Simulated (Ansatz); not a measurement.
# Te on Ta(100): change of the work function

Wanted: Δφ(θ) for Te/Ta(100), starting from the hollow site.

Method: plane-wave DFT, RPBE, Ansatz PAW, in the first sound run; inputs show where later runs differ, in Ansatz 0.2.0.

### 1. The starting structure

The cell holds 5 atoms: 5 Ta. Its edges and angles: a = 3.310 Å, b = 3.310 Å, c = 24.620 Å, α = 90.0°, β = 90.0°, γ = 90.0°. Vacuum lies along c.

### 2. The clean slab

The bare slab comes first, as the zero from which every change is counted. The two lowest layers are held at bulk places and the upper ones relax. The dipole correction removes the false field that a one-sided slab makes across the periodic vacuum, so each face gets a flat vacuum level of its own.

Contents of input.yaml:

```yaml
crystal:
  lattice:
    - [3.31, 0.0, 0.0]
    - [0.0, 3.31, 0.0]
    - [0.0, 0.0, 24.62]
  atoms:
    - { symbol: Ta, position: [0.0, 0.0, 0.3655564582] }
    - { symbol: Ta, position: [0.5, 0.5, 0.4327782291] }
    - { symbol: Ta, position: [0.0, 0.0, 0.5] }
    - { symbol: Ta, position: [0.5, 0.5, 0.5672217709] }
    - { symbol: Ta, position: [0.0, 0.0, 0.6344435418] }
kpoints:
  mp_grid: { grid: [9, 9, 1] }
hamiltonian:
  xc: rpbe
scf:
  occupations: { method: fermi_dirac, width: 0.1 }
  convergence: { dr2_threshold: 1.0e-08 }
efield:
  axis: 3
  dipole_correction: true
  ramp_position: 0.97
  ramp_width: 0.06
relax:
  f_tol: 0.02
  max_steps: 60
  constraints: [{ sites: [0, 1] }]
output:
  write_potential: true
  write_density: true
  volumetric_format: npy
```

The run is started by

```
ansatz run input.yaml --threads 4 --pin off --max-ram 12288MiB --backend cpu --events-out ev --progress --plain --runs-dir out
```

Numbers of over 12 decimals in the logs are rounded to 6 here.

Log:

```text
Engine: ansatz 0.2.0, aarch64-unknown-linux-gnu
Pseudopotentials: kind: paw
Pseudopotential: Ta, paw, valence charge 13, recommended cutoff 420 eV (normal), Ta.paw.azcp
Functional definition: RPBE
  parameter kappa = 0.804
  parameter beta = 0.066725
  exchange = rpbe_x(kappa = kappa, mu = beta*pi^2/3)
  correlation = pbe_c(beta = beta)
Crystal: 5 atoms, lattice volume = 269.739 Å³
Basis set: ecut = 420 eV, 5323 PW (Γ), exchange–correlation on 48×48×360 points (8 copies of the dense FFT grid, shifted against one another)
Bands: 39, of which v1, the nominal top of the filled ones, is band 33 counted from 1 (32 counted from 0)
Symmetry: 8 space group operations
k-points: 15 of 81
Non-local potential: Ta, projectors of the file, l = 0: 3, l = 1: 2, l = 2: 2, l = 3: 1
PAW form: soft (Blöchl's): semilocal exchange-correlation on the pseudo side does not see the compensation charge
PAW frozen core: Ta, regenerated for the run's functional, and the local potential with it (the file was generated under x = pbe(κ = 0.804, μ = 0.219515), c = pbe(β = 0.066725))
PAW one-centre angular grid: Ta, 590 points (default); XC on 64 Gauss nodes
Initial density: superposition of atomic densities (neutral atoms: chi_scale 0, normalization atom), corrected by the library's trained network
Initial wavefunctions: pseudopotential atomic-orbital guess
Functional: x = rpbe, c = pbe(β = 0.066725)
SCF iter   1: F=—  HF=-49720.703390 eV  |F-HF|=—  |Δ(HF+E_count)|=         —  Δρ=7.91e-3  dr2=2.35e0  ethr=1.77e-3  p=-0.000 e·Å  D=-5.18e-14 V/Å  ΔV_dip=0.00 eV  dr2_dipole=5.46e-8  V_vac-E_F(+/−)=3.96/3.96 eV  ⟨swp⟩=8.3  Hψ=2781  notcnv=0
efield: sawtooth ramp at fractional position 0.9700 (set: `efield.ramp_position`, or a place that a band, a saddle search or an elastic batch's reference lends), width 0.0600; the density the first Hamiltonian is built on has a dipole p = -0.000 e·Å; the dipole correction subtracts the counter field D = -5.18e-14 V/Å, which shifts the + side's vacuum level by +0.00 eV against the − side's; the planar-averaged density in the ramp window peaks in size at 2.5e-5 e/Å³
preconditioner: auto → LDOS  [metal: Δε(μ)=0.033 eV  Ē_g=3.342 eV  σ=0.100 eV  W_gap=0.08  n_scr=44 (ndim 8)  ℏωp=11.3 eV  f_vac=0.563  D(μ)=4.93/eV (n_scr^D=14)  β→1.0]
SCF iter   2: F=—  HF=-49720.637330 eV  |F-HF|=—  |Δ(HF+E_count)|=   6.61e-2  Δρ=4.55e-3  dr2=7.83e-1  ethr=1.77e-3  p=-0.000 e·Å  D=-7.91e-6 V/Å  ΔV_dip=0.00 eV  dr2_dipole=4.20e-9  V_vac-E_F(+/−)=3.71/3.71 eV  ⟨swp⟩=3.2  Hψ=883  notcnv=0
SCF iter   3: F=—  HF=-49720.612837 eV  |F-HF|=—  |Δ(HF+E_count)|=   2.45e-2  Δρ=7.13e-4  dr2=3.14e-3  ethr=1.20e-3  p=-0.000 e·Å  D=-8.21e-6 V/Å  ΔV_dip=0.00 eV  dr2_dipole=5.55e-10  V_vac-E_F(+/−)=3.80/3.80 eV  ⟨swp⟩=2.4  Hψ=670  notcnv=0
SCF iter   4: F=—  HF=-49720.614217 eV  |F-HF|=—  |Δ(HF+E_count)|=   1.38e-3  Δρ=2.87e-4  dr2=6.51e-4  ethr=4.83e-6  p=-0.000 e·Å  D=-2.55e-6 V/Å  ΔV_dip=0.00 eV  dr2_dipole=2.42e-10  V_vac-E_F(+/−)=3.80/3.80 eV  ⟨swp⟩=2.8  Hψ=860  notcnv=0
SCF iter   5: F=—  HF=-49720.614283 eV  |F-HF|=—  |Δ(HF+E_count)|=   6.65e-5  Δρ=8.62e-5  dr2=7.37e-5  ethr=1.00e-6  p=-0.000 e·Å  D=-1.52e-6 V/Å  ΔV_dip=0.00 eV  dr2_dipole=4.99e-11  V_vac-E_F(+/−)=3.81/3.81 eV  ⟨swp⟩=2.0  Hψ=773  notcnv=0
SCF iter   6: F=—  HF=-49720.614280 eV  |F-HF|=—  |Δ(HF+E_count)|=   2.64e-6  Δρ=2.54e-5  dr2=1.72e-5  ethr=1.13e-7  p=-0.000 e·Å  D=-7.03e-7 V/Å  ΔV_dip=0.00 eV  dr2_dipole=2.83e-11  V_vac-E_F(+/−)=3.82/3.82 eV  ⟨swp⟩=2.1  Hψ=795  notcnv=0
SCF iter   7: F=—  HF=-49720.614279 eV  |F-HF|=—  |Δ(HF+E_count)|=   1.82e-6  Δρ=9.80e-6  dr2=7.36e-7  ethr=2.64e-8  p=-0.000 e·Å  D=-6.77e-8 V/Å  ΔV_dip=0.00 eV  dr2_dipole=1.00e-12  V_vac-E_F(+/−)=3.82/3.82 eV  ⟨swp⟩=2.1  Hψ=772  notcnv=0
SCF iter   8: F=—  HF=-49720.614350 eV  |F-HF|=—  |Δ(HF+E_count)|=   7.15e-5  Δρ=2.55e-6  dr2=3.33e-8  ethr=1.13e-9  p=0.000 e·Å  D=3.36e-9 V/Å  ΔV_dip=-0.00 eV  dr2_dipole=1.02e-13  V_vac-E_F(+/−)=3.82/3.82 eV  ⟨swp⟩=2.5  Hψ=1045  notcnv=0
SCF iter   9: F=-49720.614350 eV  HF=-49720.614350 eV  |F-HF|=3.35e-9  |Δ(HF+E_count)|=   5.25e-8  Δρ=7.70e-7  dr2=4.61e-9  ethr=1.54e-11  p=0.000 e·Å  D=2.20e-9 V/Å  ΔV_dip=-0.00 eV  dr2_dipole=6.44e-14  V_vac-E_F(+/−)=3.82/3.82 eV  ⟨swp⟩=11.4  Hψ=4492  notcnv=0
SCF 1 converged in 9 iterations: F = -49720.614350 eV  dr2 = 4.61e-9
  greatest PAW one-centre occupation: 0.999 electrons in one spin orbital (limit 2), on the Ta atom at site 3 (counted from 0), in its partial waves of l = 0
relax step   1: F+E_penalty+E_count = -49720.61435008 eV  Δ(F+E_penalty+E_count) = +0.000e0 eV  max|allowed force component| = 1.437e0 eV/Å  Δτ_max = 0.0000 Å  (9 SCF iters, accepted)
Initial density: handed on by an earlier stage of this run
Initial wavefunctions: those handed on with the density
SCF iter   1: F=—  HF=-49720.981109 eV  |F-HF|=—  |Δ(HF+E_count)|=         —  Δρ=1.62e-2  dr2=8.08e0  ethr=3.10e-3  p=-0.000 e·Å  D=-1.82e-7 V/Å  ΔV_dip=0.00 eV  dr2_dipole=1.58e0  V_vac-E_F(+/−)=3.92/3.92 eV  ⟨swp⟩=6.7  Hψ=1731  notcnv=0
efield: sawtooth ramp at fractional position 0.9700 (set: `efield.ramp_position`, or a place that a band, a saddle search or an elastic batch's reference lends), width 0.0600; the density the first Hamiltonian is built on has a dipole p = -0.000 e·Å; the dipole correction subtracts the counter field D = -1.82e-7 V/Å, which shifts the + side's vacuum level by +0.00 eV against the − side's; the planar-averaged density in the ramp window peaks in size at 1.4e-6 e/Å³
preconditioner: auto → LDOS  [metal: Δε(μ)=0.038 eV  Ē_g=3.364 eV  σ=0.100 eV  W_gap=0.09  n_scr=44 (ndim 8)  ℏωp=11.3 eV  f_vac=0.567  D(μ)=5.02/eV (n_scr^D=14)  β→1.0]
SCF iter   2: F=—  HF=-49720.689292 eV  |F-HF|=—  |Δ(HF+E_count)|=   2.92e-1  Δρ=6.95e-3  dr2=7.40e-1  ethr=3.10e-3  p=0.010 e·Å  D=6.54e-3 V/Å  ΔV_dip=-0.16 eV  dr2_dipole=5.38e-3  V_vac-E_F(+/−)=3.72/3.88 eV  ⟨swp⟩=3.2  Hψ=1018  notcnv=0
SCF iter   3: F=—  HF=-49720.648213 eV  |F-HF|=—  |Δ(HF+E_count)|=   4.11e-2  Δρ=2.59e-3  dr2=1.11e-1  ethr=1.14e-3  p=0.010 e·Å  D=6.43e-3 V/Å  ΔV_dip=-0.16 eV  dr2_dipole=1.85e-3  V_vac-E_F(+/−)=3.69/3.85 eV  ⟨swp⟩=2.8  Hψ=898  notcnv=0
SCF iter   4: F=—  HF=-49720.638055 eV  |F-HF|=—  |Δ(HF+E_count)|=   1.02e-2  Δρ=3.85e-4  dr2=1.79e-3  ethr=1.70e-4  p=0.013 e·Å  D=8.49e-3 V/Å  ΔV_dip=-0.21 eV  dr2_dipole=1.07e-4  V_vac-E_F(+/−)=3.63/3.84 eV  ⟨swp⟩=2.3  Hψ=789  notcnv=0
[...]
SCF iter   3: F=—  HF=-49720.740309 eV  |F-HF|=—  |Δ(HF+E_count)|=   2.55e-2  Δρ=1.22e-3  dr2=3.70e-2  ethr=9.13e-4  p=0.015 e·Å  D=1.00e-2 V/Å  ΔV_dip=-0.25 eV  dr2_dipole=4.93e-3  V_vac-E_F(+/−)=3.59/3.84 eV  ⟨swp⟩=2.5  Hψ=790  notcnv=0
SCF iter   4: F=—  HF=-49720.737440 eV  |F-HF|=—  |Δ(HF+E_count)|=   2.87e-3  Δρ=2.04e-4  dr2=4.70e-4  ethr=5.70e-5  p=0.014 e·Å  D=9.33e-3 V/Å  ΔV_dip=-0.23 eV  dr2_dipole=4.41e-5  V_vac-E_F(+/−)=3.61/3.84 eV  ⟨swp⟩=2.0  Hψ=765  notcnv=0
SCF iter   5: F=—  HF=-49720.737335 eV  |F-HF|=—  |Δ(HF+E_count)|=   1.05e-4  Δρ=8.43e-5  dr2=8.19e-5  ethr=7.23e-7  p=0.012 e·Å  D=8.30e-3 V/Å  ΔV_dip=-0.20 eV  dr2_dipole=2.52e-6  V_vac-E_F(+/−)=3.63/3.84 eV  ⟨swp⟩=3.0  Hψ=944  notcnv=0
SCF iter   6: F=—  HF=-49720.737308 eV  |F-HF|=—  |Δ(HF+E_count)|=   2.72e-5  Δρ=2.62e-5  dr2=9.91e-6  ethr=1.26e-7  p=0.012 e·Å  D=7.81e-3 V/Å  ΔV_dip=-0.19 eV  dr2_dipole=2.71e-6  V_vac-E_F(+/−)=3.64/3.84 eV  ⟨swp⟩=2.1  Hψ=769  notcnv=0
SCF iter   7: F=—  HF=-49720.737384 eV  |F-HF|=—  |Δ(HF+E_count)|=   7.65e-5  Δρ=5.80e-6  dr2=2.70e-7  ethr=1.52e-8  p=0.011 e·Å  D=7.50e-3 V/Å  ΔV_dip=-0.18 eV  dr2_dipole=1.28e-8  V_vac-E_F(+/−)=3.65/3.84 eV  ⟨swp⟩=2.1  Hψ=807  notcnv=0
SCF iter   8: F=—  HF=-49720.737384 eV  |F-HF|=—  |Δ(HF+E_count)|=   1.99e-7  Δρ=2.51e-6  dr2=2.75e-8  ethr=4.16e-10  p=0.011 e·Å  D=7.45e-3 V/Å  ΔV_dip=-0.18 eV  dr2_dipole=1.25e-9  V_vac-E_F(+/−)=3.65/3.84 eV  ⟨swp⟩=2.5  Hψ=1092  notcnv=0
SCF iter   9: F=-49720.737385 eV  HF=-49720.737385 eV  |F-HF|=1.41e-9  |Δ(HF+E_count)|=   2.31e-8  Δρ=9.10e-7  dr2=5.96e-9  ethr=1.54e-11  p=0.011 e·Å  D=7.43e-3 V/Å  ΔV_dip=-0.18 eV  dr2_dipole=3.82e-10  V_vac-E_F(+/−)=3.65/3.84 eV  ⟨swp⟩=11.4  Hψ=4467  notcnv=0
SCF 3 converged in 9 iterations: F = -49720.737385 eV  dr2 = 5.96e-9
relax step   3: F+E_penalty+E_count = -49720.73738451 eV  Δ(F+E_penalty+E_count) = -9.968e-2 eV  max|allowed force component| = 7.030e-2 eV/Å  Δτ_max = 0.1163 Å  (9 SCF iters, accepted)
SCF iter   1: F=—  HF=-49720.738097 eV  |F-HF|=—  |Δ(HF+E_count)|=         —  Δρ=7.41e-4  dr2=2.04e-2  ethr=4.56e-4  p=0.011 e·Å  D=7.43e-3 V/Å  ΔV_dip=-0.18 eV  dr2_dipole=3.98e-3  V_vac-E_F(+/−)=3.65/3.84 eV  ⟨swp⟩=1.7  Hψ=854  notcnv=0
efield: sawtooth ramp at fractional position 0.9700 (set: `efield.ramp_position`, or a place that a band, a saddle search or an elastic batch's reference lends), width 0.0600; the density the first Hamiltonian is built on has a dipole p = 0.011 e·Å; the dipole correction subtracts the counter field D = 7.43e-3 V/Å, which shifts the + side's vacuum level by -0.18 eV against the − side's; the planar-averaged density in the ramp window peaks in size at 4.5e-6 e/Å³
preconditioner: auto → LDOS  [metal: Δε(μ)=0.017 eV  Ē_g=3.315 eV  σ=0.100 eV  W_gap=0.04  n_scr=44 (ndim 8)  ℏωp=11.3 eV  f_vac=0.566  D(μ)=4.89/eV (n_scr^D=14)  β→1.0]
SCF iter   2: F=—  HF=-49720.737769 eV  |F-HF|=—  |Δ(HF+E_count)|=   3.27e-4  Δρ=3.62e-4  dr2=4.17e-3  ethr=3.14e-5  p=0.011 e·Å  D=7.16e-3 V/Å  ΔV_dip=-0.18 eV  dr2_dipole=3.28e-5  V_vac-E_F(+/−)=3.66/3.84 eV  ⟨swp⟩=1.0  Hψ=705  notcnv=0
SCF iter   3: F=—  HF=-49720.737608 eV  |F-HF|=—  |Δ(HF+E_count)|=   1.61e-4  Δρ=1.07e-4  dr2=3.18e-4  ethr=6.41e-6  p=0.011 e·Å  D=7.47e-3 V/Å  ΔV_dip=-0.18 eV  dr2_dipole=3.98e-5  V_vac-E_F(+/−)=3.65/3.84 eV  ⟨swp⟩=2.0  Hψ=665  notcnv=0
SCF iter   4: F=—  HF=-49720.737594 eV  |F-HF|=—  |Δ(HF+E_count)|=   1.40e-5  Δρ=1.85e-5  dr2=4.55e-6  ethr=4.90e-7  p=0.011 e·Å  D=7.53e-3 V/Å  ΔV_dip=-0.19 eV  dr2_dipole=1.50e-7  V_vac-E_F(+/−)=3.65/3.84 eV  ⟨swp⟩=2.1  Hψ=769  notcnv=0
SCF iter   5: F=—  HF=-49720.737649 eV  |F-HF|=—  |Δ(HF+E_count)|=   5.47e-5  Δρ=6.86e-6  dr2=5.42e-7  ethr=7.01e-9  p=0.011 e·Å  D=7.60e-3 V/Å  ΔV_dip=-0.19 eV  dr2_dipole=1.33e-8  V_vac-E_F(+/−)=3.65/3.84 eV  ⟨swp⟩=2.9  Hψ=941  notcnv=0
SCF iter   6: F=—  HF=-49720.737649 eV  |F-HF|=—  |Δ(HF+E_count)|=   1.04e-7  Δρ=2.29e-6  dr2=8.29e-8  ethr=8.34e-10  p=0.011 e·Å  D=7.64e-3 V/Å  ΔV_dip=-0.19 eV  dr2_dipole=3.34e-8  V_vac-E_F(+/−)=3.65/3.84 eV  ⟨swp⟩=2.1  Hψ=767  notcnv=0
SCF iter   7: F=-49720.737649 eV  HF=-49720.737649 eV  |F-HF|=1.18e-9  |Δ(HF+E_count)|=   1.14e-8  Δρ=6.40e-7  dr2=3.17e-9  ethr=1.54e-11  p=0.011 e·Å  D=7.66e-3 V/Å  ΔV_dip=-0.19 eV  dr2_dipole=9.16e-10  V_vac-E_F(+/−)=3.65/3.84 eV  ⟨swp⟩=9.5  Hψ=4626  notcnv=0
SCF 4 converged in 7 iterations: F = -49720.737649 eV  dr2 = 3.17e-9
relax step   4: F+E_penalty+E_count = -49720.73764907 eV  Δ(F+E_penalty+E_count) = -2.646e-4 eV  max|allowed force component| = 6.443e-3 eV/Å  Δτ_max = 0.0100 Å  (7 SCF iters, accepted)
NSCF: frozen V_eff on 15 k-points
the band table was solved once a step of the walk had ended and its energy, with any forces and stress, was formed, with the checks that follow a solve (2662 applications of the Hamiltonian). They found nothing against the state; the energy, forces and stress were not computed again (output.eigenvalues in the input reference)
WARN: The output density's exchange-correlation potential varies sharply where the density is thin. Do not read a vacuum level from v_tot or v_xc, or from such a field of the output density. On a cell that repeats whose density bears no net charge and no dipole along the vacuum's axis use v_es (v_loc + v_h of the components); under efield.dipole_correction with no amplitude use v_es + v_field, which holds any externa [...]
SCF converged after 7 iterations
Free energy (F): -49720.737649 eV
Harris-Foulkes:  -49720.737649 eV  (|F-HF|=1.18e-9)
Internal energy: -49720.572836 eV  (E = F + TS)
E sigma→0 (E₀):  -49720.655243 eV
Entropy (-TS):   -0.164813 eV (-32.963 meV/atom)
Fermi energy:    4.026148 eV
Dipole field:    D = 0.007699 V/Å  (p = 0.011477 e·Å, saw-weighted, corrected)
Work function:   Φ+ = 3.6485 eV   Φ− = 3.8381 eV
Levels:          The Fermi level and band energies are counted from a zero that moves with the ramp; work functions are not
--- Per-component energies (eV) ---
  E_band       = -1492.615626
  E_kinetic    = 1819.091786
  E_local      = -66652.226504  (includes V_loc(G=0)·N_el)
  E_nonlocal   = 68.903331
  E_hartree    = 32420.715008
  E_xc         = -1087.981451
  E_vxc        = -1011.453062  (∫ρ·V_xc dr)
  E_paw        = -42042.891230  (= ΣΔE_a)
  E_vpaw       = -558.348088  (= ΣTr[D̂ρ^β])
  E_aug_tail   = 0.000727  (compensation charges beyond the density's cutoff)
  E_efield     = 0.000044  (sawtooth field / dipole correction)
  E_vefield    = -0.003229  (∫n·V_field dr)
  E_ewald      = 25753.954586
  E_core_change = -0.139133  (= ΣΔE_core)
  E_smearing   = -0.164813  (= −TS)
  E_closure    = -0.000000  (closes the sum)
  Σ components = -49720.737649   (vs F -49720.737649, Δ=0.00e0)
--- Forces (eV/Å), atoms counted from 1 ---
  atom   1  Ta    -0.00000000     0.00000000     1.16359862
  atom   2  Ta     0.00000000     0.00000000    -1.15722321
  atom   3  Ta     0.00000000     0.00000000     0.00297544
  atom   4  Ta    -0.00000000     0.00000000    -0.00291385
  atom   5  Ta     0.00000000     0.00000000    -0.00644254
  max |Σ_I F_I| component: 5.55e-6 eV/Å
--- Band table (eV; the first three rows and the last of 15) ---
  k-point 0: bands = [... 29 lower, 4.0449, 4.4675, 4.4675, 4.6687, 4.6687, 4.6830, 5.0663, 5.1491, ... 2 higher]
  k-point 1: bands = [... 29 lower, 3.9778, 4.0495, 4.2262, 4.2925, 4.6884, 4.7483, 4.8269, 5.0278, ... 2 higher]
  k-point 2: bands = [... 29 lower, 3.3869, 3.6126, 3.7918, 4.2423, 4.3329, 4.4898, 5.1222, 5.4147, ... 2 higher]
  k-point 14: bands = [... 29 lower, 2.7546, 2.8098, 3.6686, 3.8380, 5.6192, 5.7458, 5.9604, 5.9645, ... 2 higher]
--- Relaxed structure (4 steps of the walk, 4 accepted, 0 SCFs on fresh bases) ---
  F+E_penalty+E_count = -49720.73764907 eV   max|allowed force component| = 6.443e-3 eV/Å
  atoms:
    - { symbol: Ta, position: [0.0, 0.0, 0.3655564582] }
    - { symbol: Ta, position: [0.5, 0.5, 0.4327782291] }
    - { symbol: Ta, position: [0, 0.0, 0.501475] }
    - { symbol: Ta, position: [0.5, 0.5, 0.570892] }
    - { symbol: Ta, position: [0, 0.0, 0.630644] }
```

The job ended after 12 s (4 threads of Arm Neoverse V2, shared host; peak memory 0.59 GiB).

Relaxation path:

| step | energy less that of the first step (eV) | largest force component (eV/Å) |
| --- | --- | --- |
| 1 | 0.0000 | 1.4372 |
| 2 | -0.0234 | 1.6087 |
| 3 | -0.1230 | 0.0703 |
| 4 | -0.1233 | 0.0064 |

Forces are held to the 8 operations that the run works with; a distortion that breaks them can't arise in this run.

The atoms that moved most (Å):

| atom | dx | dy | dz | length |
| --- | --- | --- | --- | --- |
| Ta5 | 0.000 | 0.000 | -0.094 | 0.094 |
| Ta4 | 0.000 | 0.000 | 0.090 | 0.090 |
| Ta3 | 0.000 | 0.000 | 0.036 | 0.036 |

The relaxed structure:

```cif
data_structure
_symmetry_space_group_name_H-M 'P 1'
_symmetry_Int_Tables_number 1
_cell_length_a 3.3100
_cell_length_b 3.3100
_cell_length_c 24.6200
_cell_angle_alpha 90.000
_cell_angle_beta 90.000
_cell_angle_gamma 90.000
_cell_volume 269.74
loop_
_atom_site_label
_atom_site_type_symbol
_atom_site_fract_x
_atom_site_fract_y
_atom_site_fract_z
_atom_site_occupancy
Ta1 Ta 0.00000 0.00000 0.36556 1
Ta2 Ta 0.50000 0.50000 0.43278 1
Ta3 Ta 0.00000 0.00000 0.50148 1
Ta4 Ta 0.50000 0.50000 0.57089 1
Ta5 Ta 0.00000 0.00000 0.63064 1
```

This step gave:

```yaml
energy_at_zero_smearing: -49720.6552 eV
work_function_upper_face: 3.649 eV
work_function_lower_face: 3.838 eV
dipole_along_the_normal: 0.01148 e·Å
step_between_the_vacuum_levels: -0.1896 eV
```

Running mean over 1.655 Å of the planar mean; the ramp of the sawtooth is left out. Table of electron's electrostatic potential energy less the Fermi level by z:

| z (Å) | electron's electrostatic potential energy less the Fermi level (eV) |
| --- | --- |
| 3.5 | 3.84 |
| 4.0 | 3.84 |
| 4.5 | 3.83 |
| 5.0 | 3.82 |
| 5.5 | 3.79 |
| 6.0 | 3.71 |
| 6.5 | 3.48 |
| 7.0 | 2.85 |
| 7.5 | 1.10 |
| 8.0 | -2.72 |
| 8.5 | -7.34 |
| 9.0 | -9.86 |
| 9.5 | -10.3 |
| 10.0 | -10.2 |
| 10.5 | -10.1 |
| 11.0 | -9.98 |
| 11.5 | -9.89 |
| 12.0 | -9.97 |
| 12.5 | -9.95 |
| 13.0 | -9.74 |
| 13.5 | -9.83 |
| 14.0 | -10.5 |
| 14.5 | -11.6 |
| 15.0 | -11.8 |
| 15.5 | -10.5 |
| 16.0 | -7.59 |
| 16.5 | -2.93 |
| 17.0 | 0.917 |
| 17.5 | 2.68 |
| 18.0 | 3.30 |
| 18.5 | 3.52 |
| 19.0 | 3.60 |
| 19.5 | 3.63 |
| 20.0 | 3.64 |
| 20.5 | 3.65 |
| 21.0 | 3.65 |
| 21.5 | 3.65 |

The relaxation took 4 steps and lowered the energy by 0.12 eV; the largest force on the free atoms ends at 0.0064 eV/Å.

The work function of the upper face is 3.65 eV.

[end of part 1 of 5]

[Logs are printed without paths, hosts, clocks, repeated set-up lines and the standing remarks that a program may print on its own settings, such as how far it seeks lower states.]

[Hosts, paths, dates, database ids (printed as entryN), source tags and the programs' standing remarks are cut or masked in the printed files.]

[Maps of the electrostatic potential energy from Ansatz leave out the sawtooth potential of an applied field or a dipole correction, so their vacuum need not be flat; planar profiles and work functions include it.]
